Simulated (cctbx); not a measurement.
**CuHgTeI: as given, inverted or twinned?**

Space group Pna2_1 (no. 33), a = 7.2050 Å, b = 8.5460 Å, c = 7.0540 Å, α = 90.00°, β = 90.00°, γ = 90.00°.

```
atom  mult.       x       y       z  Ueq (Å²)
 Hg1      4  0.5219  0.4586       0    0.0060
  I1      4  0.9027  0.3635  0.7727    0.0069
 Te1      4  0.6052  0.3417  0.3077    0.0068
 Cu1      4  0.9171  0.3649  0.3955    0.0076
```

The model is made up (kin elements in a known structure type, no relaxation), so it says nothing on whether the phase exists.

Data sets are simulated with cctbx and refined with Bijvoet mates kept apart; Flack x is then fitted as the share of an inverted twin with the atoms fixed, Hooft y from the Bijvoet differences. The group is acentric but holds improper operations, so there is an absolute structure (orientation) and no hand.

Untwinned crystal. What Flack and Hooft values should come out?

```
  λ (Å)  extinction (unmodelled)  d min (Å)  top counts  error (%)     model      R1  Flack x   s.u.  Hooft y   s.u.  pairs
0.71073                      0.1       0.77       70000        1.5  as given  0.0060    0.003  0.002    0.002  0.002    454
0.71073                      0.1       0.77       70000        1.5  inverted  0.0723    0.973  0.006    1.028  0.003    454
1.54184                        0       0.83       40000          6  as given  0.0152    0.007  0.008    0.007  0.010    359
```

With Mo Kα, x is within 3 s.u. of 0, so the absolute structure is right. With Cu Kα, x is within 3 s.u. of 0, so the absolute structure is right. Inverting the model turns x into about 1 − x.

A further crystal gives:

| λ (Å) | extinction (unmodelled) | d min (Å) | top counts | error (%) | model | R1 | Flack x | s.u. | Hooft y | s.u. | pairs |
| --- | --- | --- | --- | --- | --- | --- | --- | --- | --- | --- | --- |
| 1.54184 | 0 | 0.83 | 20000 | 4 | as given | 0.0138 | 0.129 | 0.007 | 0.145 | 0.008 | 358 |

**Question.** What is it?

It was simulated as an inversion twin with a fraction 0.15 of the inverted domain. Flack x is over 3 s.u. from both 0 and 1 and reads that fraction.

[Logs are printed without paths, hosts, clocks, repeated set-up lines and the standing remarks that a program may print on its own settings, such as how far it seeks lower states.]
